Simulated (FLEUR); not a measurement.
**free Fe(001) film, 3 layers: which magnetic order is lowest**

A self-consistent run ends on one state, which hangs on the start. Several orders of free Fe(001) film, 3 layers are started in FLEUR and their energies compared.

Main program and level: FLEUR MaX-R8.1; LDA (VWN); all-electron FLAPW film, Dirac cores, scalar-relativistic bands.

## 1. Set-up

The cell holds 3 atoms: 3 Fe. Its edges and angles: a = 2.866 Å, b = 2.866 Å, c = 16.866 Å, α = 90.0°, β = 90.0°, γ = 90.0°. Layers at typed spacings, unrelaxed. Vacuum lies along c.

## 2. Run 1 (ferro +++)

The parallel start comes first: it shows whether parallel moments hold.

inpgen writes inp.xml from crystal.txt; cutoffs, mixing, functional, smearing and local orbitals are then set in the file. The k list default-1 (kpts.xml, not shown) is a Γ-centred 10×10×1 mesh; where the ranks do not divide the number of points, some are split in two of half the weight.

Contents of inp.xml:

```
<?xml version="1.0" encoding="UTF-8" standalone="no"?>
<fleurInput fleurInputVersion="0.39">
   <comment>
      Fe
   </comment>
   <calculationSetup>
      <cutoffs Kmax="3.68" Gmax="11.0" GmaxXC="11.0" numbands="0"/>
      <scfLoop itmax="120" minDistance="0.00002" maxIterBroyd="15" imix="Anderson" alpha="0.03" precondParam="0.0" spinf="2.0" sdNocoIR="T"/>
      <coreElectrons ctail="T" frcor="F" kcrel="1" coretail_lmax="0"/>
      <xcFunctional name="vwn" relativisticCorrections="F"/>
      <magnetism jspins="2"/>
      <soc l_soc="F" theta="0.0" phi="0.0" spav="F"/>
      <expertModes spex="0" secvar="F"/>
      <geometryOptimization l_f="F" forcealpha="1.0" forcemix="BFGS" epsdisp="0.00001" epsforce="0.00001"/>
      <ldaU l_linMix="F" mixParam="0.05" spinf="1.0"/>
   </calculationSetup>
   <cell>
      <bzIntegration valenceElectrons="48.0" mode="hist" fermiSmearingEnergy="0.00183747">
         <kPointListSelection listName="default-1"/>
         <xi:include xmlns:xi="http://www.w3.org/2001/XInclude" href="kpts.xml"> </xi:include>
      </bzIntegration>
      <xi:include xmlns:xi="http://www.w3.org/2001/XInclude" href="sym.xml"> </xi:include>
      <filmLattice scale="1.0" dVac="10.68" dTilda="13.18">
         <bravaisMatrixFilm>
            <row-1>    5.4159550731035999     0.0000000000000000</row-1>
            <row-2>    0.0000000000000000     5.4159550731035999</row-2>
         </bravaisMatrixFilm>
         <vacuumEnergyParameters vacuum="1" spinUp="-.25" spinDown="-.25"/>
      </filmLattice>
   </cell>
   <atomSpecies>
      <species name="Iron (Fe) 2.800" element="Fe" atomicNumber="26">
         <mtSphere radius="2.23" gridPoints="737" logIncrement="0.016"/>
         <atomicCutoffs lmax="8" lnonsphr="6"/>
         <electronConfig flipSpins="F">
            <coreConfig>(1s1/2) (2s1/2) (2p1/2) (2p3/2)</coreConfig>
            <valenceConfig>(3s1/2) (3p1/2) (3p3/2) (4s1/2) (3d3/2) (3d5/2)</valenceConfig>
            <stateOccupation state="(3d3/2)" spinUp="1.4" spinDown="1.0"/>
            <stateOccupation state="(3d5/2)" spinUp="3.0" spinDown="0.6"/>
         </electronConfig>
         <energyParameters s="4" p="4" d="3" f="4"/>
         <lo type="SCLO" l="0" n="3" eDeriv="0"/>
         <lo type="SCLO" l="1" n="3" eDeriv="0"/>
      </species>
   </atomSpecies>
   <atomGroups>
      <atomGroup species="Iron (Fe) 2.800">
         <filmPos label="                   1">.0000000000 .0000000000 -2.7079828732</filmPos>
         <filmPos label="                   3">.0000000000 .0000000000 2.7079828732</filmPos>
         <force calculate="T" relaxXYZ="TTT"/>
      </atomGroup>
      <atomGroup species="Iron (Fe) 2.800">
         <filmPos label="                   2">1.000/2.000 1.000/2.000 .0000000000</filmPos>
         <force calculate="T" relaxXYZ="TTT"/>
      </atomGroup>
   </atomGroups>
   <output dos="F" band="F" slice="F">
      <bandDOS minEnergy="-.5*Htr" maxEnergy="0.5*Htr" sigma="0.015" storeEVData="T"/>
      <plotting iplot="0" polar="F">
         <plot TwoD="T" vec1="  1.0  0.0  0.0" vec2="  0.0  1.0  0.0" vec3="  0.0  0.0  1.0" zero="  0.0  0.0 -0.5" file="plot"/>
      </plotting>
      <moessbauerParams electricFieldGradient="F" isomerShift="T" coreHyperfine="T" valenceHyperfine="T"/>
   </output>
</fleurInput>
```

Contents of crystal.txt:

```
Fe
&input film=T cartesian=F /
2.86600000000  0.00000000000  0.00000000000
0.00000000000  2.86600000000  0.00000000000
0.00000000000  0.00000000000  1.00000000000
1.8897261246
1.0 1.0 1.0

3
26 0.00000000000  0.00000000000  -2.70798287318 : 2.800
26 0.50000000000  0.50000000000  0.00000000000 : 2.800
26 0.00000000000  0.00000000000  2.70798287318 : 2.800

&kpt div1=10 div2=10 div3=1 gamma=T /
```

Launch:

```bash
OMP_NUM_THREADS=1 inpgen -f crystal.txt > inpgen.log  # inp.xml is then edited as shown
OMP_NUM_THREADS=1 mpirun -n 4 fleur_MPI > fleur.log
```

The program printed:

```text
Welcome to FLEUR        (www.flapw.de)
      MaX-Release 8.1          (www.max-centre.eu)

 ========== k-point set info ==========
 Selected k-point list: default-1
 k-point list type: mesh
 0 x 0 x 0
 Number of k points: 24

 ------------Calculation Setup---------------------------
 Number of MPI-tasks      :            4
 Number of PE/node        :            4
 Number of OMP-threads    :            1
 k-points in parallel     :            4
 pe's per k-point         :            1
 No of k-point loops      :            6
 Eigenvalue solver        :       lapack
 Number of basis functions:          354
 Approximate size of matrices (H+S) per k-point:         0.002 GB
 --------------------------------------------------------
 [... lines of the core solver left out ...]
 Iteration:     1   Distance:      25.11792487 me/bohr^3
 [... lines of the core solver left out ...]
 Iteration:     2   Distance:      14.08591700 me/bohr^3
 [... lines of the core solver left out ...]
 Iteration:     3   Distance:      11.53796532 me/bohr^3
 [... lines of the core solver left out ...]
 Iteration:     4   Distance:       8.29088249 me/bohr^3
 [... lines of the core solver left out ...]
 Iteration:     5   Distance:       6.59270287 me/bohr^3
 [... lines of the core solver left out ...]
 Iteration:     6   Distance:       6.16393399 me/bohr^3
 [... lines of the core solver left out ...]
 Iteration:     7   Distance:       4.77570569 me/bohr^3
 [... lines of the core solver left out ...]
[... rest left out ...]

--- out.xml (last complete iteration) ---
<iteration numberForCurrentRun="   29" overallNumber="   29">
         <energyParameters units="Htr">
            <atomicEP atomType="1" spin="1" branch="4s" branchLowest="-3.37" branchHighest="1.53" value="-0.2988926861"/>
            <atomicEP atomType="1" spin="1" branch="4p" branchLowest="-2.12" branchHighest="2.11" value="-0.1641466359"/>
            <atomicEP atomType="1" spin="1" branch="3d" branchLowest="-9.99" branchHighest="-0.10" value="-0.2475913691"/>
            <atomicEP atomType="1" spin="1" branch="4f" branchLowest="-9.99" branchHighest="3.14" value="0.1501888642"/>
            <loAtomicEP atomType="1" spin="1" branch="3s" branchLowest="-29.96" branchHighest="-3.37" value="-3.3792134250"/>
            <loAtomicEP atomType="1" spin="1" branch="3p" branchLowest="-25.55" branchHighest="-2.12" value="-2.1462042683"/>
            <atomicEP atomType="2" spin="1" branch="4s" branchLowest="-3.35" branchHighest="1.55" value="-0.3071140878"/>
            <atomicEP atomType="2" spin="1" branch="4p" branchLowest="-2.10" branchHighest="2.13" value="-0.1750418578"/>
            <atomicEP atomType="2" spin="1" branch="3d" branchLowest="-9.99" branchHighest="-0.08" value="-0.2314681349"/>
            <atomicEP atomType="2" spin="1" branch="4f" branchLowest="-9.99" branchHighest="3.16" value="0.1375306856"/>
            <loAtomicEP atomType="2" spin="1" branch="3s" branchLowest="-29.95" branchHighest="-3.35" value="-3.3566448661"/>
            <loAtomicEP atomType="2" spin="1" branch="3p" branchLowest="-25.54" branchHighest="-2.10" value="-2.1237055233"/>
            <vacuumEP vacuum="1" spin="1" vzIR="-0.2553714928" vzInf="-0.0000234857" value="-0.2500234857"/>
            <atomicEP atomType="1" spin="2" branch="4s" branchLowest="-3.25" branchHighest="1.60" value="-0.2712161656"/>
            <atomicEP atomType="1" spin="2" branch="4p" branchLowest="-2.00" branchHighest="2.19" value="-0.1398258697"/>
            <atomicEP atomType="1" spin="2" branch="3d" branchLowest="-9.99" branchHighest="0.01" value="-0.1590862166"/>
            <atomicEP atomType="1" spin="2" branch="4f" branchLowest="-9.99" branchHighest="3.22" value="0.1717895006"/>
            <loAtomicEP atomType="1" spin="2" branch="3s" branchLowest="-29.90" branchHighest="-3.25" value="-3.2625896049"/>
            <loAtomicEP atomType="1" spin="2" branch="3p" branchLowest="-25.50" branchHighest="-2.00" value="-2.0329969759"/>
            <atomicEP atomType="2" spin="2" branch="4s" branchLowest="-3.25" branchHighest="1.61" value="-0.2969064474"/>
            <atomicEP atomType="2" spin="2" branch="4p" branchLowest="-2.00" branchHighest="2.19" value="-0.1678931750"/>
            <atomicEP atomType="2" spin="2" branch="3d" branchLowest="-9.99" branchHighest="0.01" value="-0.1652943804"/>
            <atomicEP atomType="2" spin="2" branch="4f" branchLowest="-9.99" branchHighest="3.22" value="0.1421784210"/>
            <loAtomicEP atomType="2" spin="2" branch="3s" branchLowest="-29.90" branchHighest="-3.25" value="-3.2605927288"/>
            <loAtomicEP atomType="2" spin="2" branch="3p" branchLowest="-25.50" branchHighest="-2.00" value="-2.0308129530"/>
            <vacuumEP vacuum="1" spin="2" vzIR="-0.2354504839" vzInf="-0.0000234857" value="-0.2500234857"/>
         </energyParameters>
         <bandgap value="0.0136437071" units="eV"/>
         <sumValenceSingleParticleEnergies value="-63.0459842548" units="Htr"/>
         <FermiEnergy value="-0.1522114311" units="Htr"/>
         <valenceDensity>
            <mtCharges spin="1">
               <mtCharge atomType="1" total="8.7147191" s="1.1731057" p="3.0963004" d="4.4370825" f="0.0063322"/>
               <mtCharge atomType="2" total="8.5268121" s="1.1670979" p="3.1397775" d="4.2058089" f="0.0107836"/>
            </mtCharges>
            <mtCharges spin="2">
               <mtCharge atomType="1" total="5.7986588" s="1.1601340" p="3.0872738" d="1.5456451" f="0.0045853"/>
               <mtCharge atomType="2" total="6.1975624" s="1.1799533" p="3.1575118" d="1.8512739" f="0.0072017"/>
            </mtCharges>
            <spinDependentCharge spin="1" total="28.1973154" interstitial="2.0895462" mtSpheres="25.9562503" vacuum1="0.0757594"/>
            <spinDependentCharge spin="2" total="19.8026848" interstitial="1.9229181" mtSpheres="17.7948801" vacuum1="0.0424433"/>
            <totalCharge value="48.0000002345"/>
         </valenceDensity>
         <allElectronCharges>
            <spinDependentCharge spin="1" total="43.1973310" interstitial="2.0895462" mtSpheres="40.9562659" vacuum1="0.0757594"/>
            <spinDependentCharge spin="2" total="34.8026692" interstitial="1.9229181" mtSpheres="32.7948645" vacuum1="0.0424433"/>
            <totalCharge value="78.0000002355"/>
         </allElectronCharges>
         <magneticMomentsInMTSpheres units="muBohr">
            <globalMagMoment atomType="1" vec="0.00000   0.00000   2.91607"/>
            <localMagMoment atomType="1" vec="0.00000   0.00000   2.91607"/>
            <globalMagMoment atomType="2" vec="0.00000   0.00000   2.32926"/>
            <localMagMoment atomType="2" vec="0.00000   0.00000   2.32926"/>
         </magneticMomentsInMTSpheres>
         <moessbauerParams unitsHFF="kG" unitsIS="e/bohr^3" unitsEFG="Htr/bohr^2">
            <coreHyperfineField atomType="1" hffTotal="-671.01145" isTotal="14874.87752">
               <shell n="1" l="0" hff="-24.51585" isomerShift="13593.25739"/>
               <shell n="2" l="0" hff="-648.58904" isomerShift="1274.62932"/>
               <shell n="2" l="1" hff="2.09343" isomerShift="6.99081"/>
            </coreHyperfineField>
            <coreHyperfineField atomType="2" hffTotal="-560.49244" isTotal="14874.74774">
               <shell n="1" l="0" hff="-20.46795" isomerShift="13593.17533"/>
               <shell n="2" l="0" hff="-541.78381" isomerShift="1274.58233"/>
               <shell n="2" l="1" hff="1.75931" isomerShift="6.99008"/>
            </coreHyperfineField>
            <isomerShift atomType="1" nucleusRadius="0.0000903" averageDensity="15067.16300"/>
            <isomerShift atomType="2" nucleusRadius="0.0000903" averageDensity="15067.36514"/>
         </moessbauerParams>
         <totalEnergy value="    -3811.6404368579" units="Htr">
            <sumOfEigenvalues value="    -2240.8910059264">
               <coreElectrons value="-2177.8450216715"/>
               <valenceElectrons value="-63.0459842548"/>
            </sumOfEigenvalues>
            <densityCoulombPotentialIntegral value="-5889.4557431951"/>
            <densityEffectivePotentialIntegral value="-6102.4710124365"/>
            <chargeDenXCDenIntegral value="-160.9264873058"/>
            <FockExchangeEnergyValence value="0.0000000000"/>
            <FockExchangeEnergyCore value="0.0000000000"/>
            <atomTypeDependentContributions atomType="1">
               <electronNucleiInteractionDifferentMTs value="3032.4889617861"/>
               <MadelungTerm value="-12.4366714477"/>
            </atomTypeDependentContributions>
            <atomTypeDependentContributions atomType="2">
               <electronNucleiInteractionDifferentMTs value="1517.5498322055"/>
               <MadelungTerm value="-5.0906190253"/>
            </atomTypeDependentContributions>
            <tkbTimesEntropy value="0.0011243460"/>
            <freeEnergy value="-3811.6415612039"/>
            <extrapolationTo0K value="-3811.6409990309"/>
         </totalEnergy>
         <densityConvergence units="me/bohr^3">
            <chargeDensity spin="1" distance="0.0000036271"/>
            <chargeDensity spin="2" distance="0.0000039274"/>
            <overallChargeDensity distance="0.0000046338"/>
            <spinDensity distance="0.0000059739"/>
         </densityConvergence>
      </iteration>
```

The job ended after 25 s (4 MPI ranks of Arm Neoverse V1, shared host; peak memory 0.24 GiB; 1.7 min of CPU time).

Spin moment in the muffin-tin sphere by atom:

```csv
atom,spin moment in the muffin-tin sphere (μB)
Fe1,2.92
Fe2,2.33
Fe3,2.92
```

Numbers from this step:

| Item | Value |
| --- | --- |
| free energy | -103720.0508 eV |
| program's band gap on this mesh (in a metal only a level spacing) | 0.01364 eV |
| magnetization | 8.395 μB |
| final state | ferromagnetic |

After 29 cycles the largest moment stands at 2.92 μB.

## 3. Start 2: ferri +-+

Another pattern of signs weighs the neighbour shells otherwise.

Edit inp.xml of step 2 so:

```diff
@@ -44,2 +44,15 @@
       </species>
+      <species name="Iron (Fe) -2.800" element="Fe" atomicNumber="26">
+         <mtSphere radius="2.23" gridPoints="737" logIncrement="0.016"/>
+         <atomicCutoffs lmax="8" lnonsphr="6"/>
+         <electronConfig flipSpins="F">
+            <coreConfig>(1s1/2) (2s1/2) (2p1/2) (2p3/2)</coreConfig>
+            <valenceConfig>(3s1/2) (3p1/2) (3p3/2) (4s1/2) (3d3/2) (3d5/2)</valenceConfig>
+            <stateOccupation state="(3d3/2)" spinUp="1.0" spinDown="1.4"/>
+            <stateOccupation state="(3d5/2)" spinUp="0.6" spinDown="3.0"/>
+         </electronConfig>
+         <energyParameters s="4" p="4" d="3" f="4"/>
+         <lo type="SCLO" l="0" n="3" eDeriv="0"/>
+         <lo type="SCLO" l="1" n="3" eDeriv="0"/>
+      </species>
    </atomSpecies>
@@ -51,3 +64,3 @@
       </atomGroup>
-      <atomGroup species="Iron (Fe) 2.800">
+      <atomGroup species="Iron (Fe) -2.800">
          <filmPos label="                   2">1.000/2.000 1.000/2.000 .0000000000</filmPos>
```

Edit crystal.txt of step 2 so:

```diff
@@ -10,3 +10,3 @@
 26 0.00000000000  0.00000000000  -2.70798287318 : 2.800
-26 0.50000000000  0.50000000000  0.00000000000 : 2.800
+26 0.50000000000  0.50000000000  0.00000000000 : -2.800
 26 0.00000000000  0.00000000000  2.70798287318 : 2.800
```

The program printed:

```text
[banner, memory and clock lines left out]
Welcome to FLEUR        (www.flapw.de)
      MaX-Release 8.1          (www.max-centre.eu)

 ========== k-point set info ==========
 Selected k-point list: default-1
 k-point list type: mesh
 0 x 0 x 0
 Number of k points: 24

 [... set-up left out ...]
 Iteration:     1   Distance:      32.18698804 me/bohr^3
 [... lines of the core solver left out ...]
 Iteration:     2   Distance:      15.16460926 me/bohr^3
 [... lines of the core solver left out ...]
 Iteration:     3   Distance:      13.76477910 me/bohr^3
 [... lines of the core solver left out ...]
 Iteration:     4   Distance:      10.98215976 me/bohr^3
 [... lines of the core solver left out ...]
 Iteration:     5   Distance:       8.31535394 me/bohr^3
 [... lines of the core solver left out ...]
 Iteration:     6   Distance:       7.09692743 me/bohr^3
 [... lines of the core solver left out ...]
 Iteration:     7   Distance:       7.49562653 me/bohr^3
 [... lines of the core solver left out ...]
[... rest left out ...]

--- out.xml (last complete iteration) ---
<iteration numberForCurrentRun="  120" overallNumber="  120">
         [... left out ...]
         <bandgap value="0.0010630883" units="eV"/>
         <sumValenceSingleParticleEnergies value="-63.3610011397" units="Htr"/>
         <FermiEnergy value="-0.1552043810" units="Htr"/>
         [... left out ...]
         <magneticMomentsInMTSpheres units="muBohr">
            <globalMagMoment atomType="1" vec="0.00000   0.00000   2.68796"/>
            <globalMagMoment atomType="2" vec="0.00000   0.00000  -1.13376"/>
         </magneticMomentsInMTSpheres>
         [... left out ...]
         <totalEnergy value="    -3811.6036654690" units="Htr">
            <sumOfEigenvalues value="    -2241.5203816439">
               <coreElectrons value="-2178.1593805042"/>
               <valenceElectrons value="-63.3610011397"/>
            </sumOfEigenvalues>
         [... left out ...]
            <freeEnergy value="-3811.6065110338"/>
            <extrapolationTo0K value="-3811.6050882514"/>
         </totalEnergy>
         <densityConvergence units="me/bohr^3">
            <chargeDensity spin="1" distance="1.1151112288"/>
            <chargeDensity spin="2" distance="3.8305414235"/>
            <overallChargeDensity distance="3.0445217347"/>
            <spinDensity distance="4.7501503878"/>
         </densityConvergence>
      </iteration>
```

It took 1.7 min on 4 MPI ranks; peak memory 0.24 GiB.

The run stopped without converging, so none of its numbers is a property of the system.

After 120 cycles the density distance stands at 4.8 me/bohr³, above the threshold of 2e-05.

(Part 1 of 2 ends here.)

[Logs and program files are shortened in this print: banners, set-up blocks, solver, clock and traceback lines can be left out without a mark of their own.]

[Logs are printed without paths, hosts, clocks, repeated set-up lines and the standing remarks that a program may print on its own settings, such as how far it seeks lower states.]

[Hosts, paths, dates, database ids (printed as entryN), source tags and the programs' standing remarks are cut or masked in the printed files.]

[Where a cell is said to come from a database of computed structures, the database is the Materials Project.]
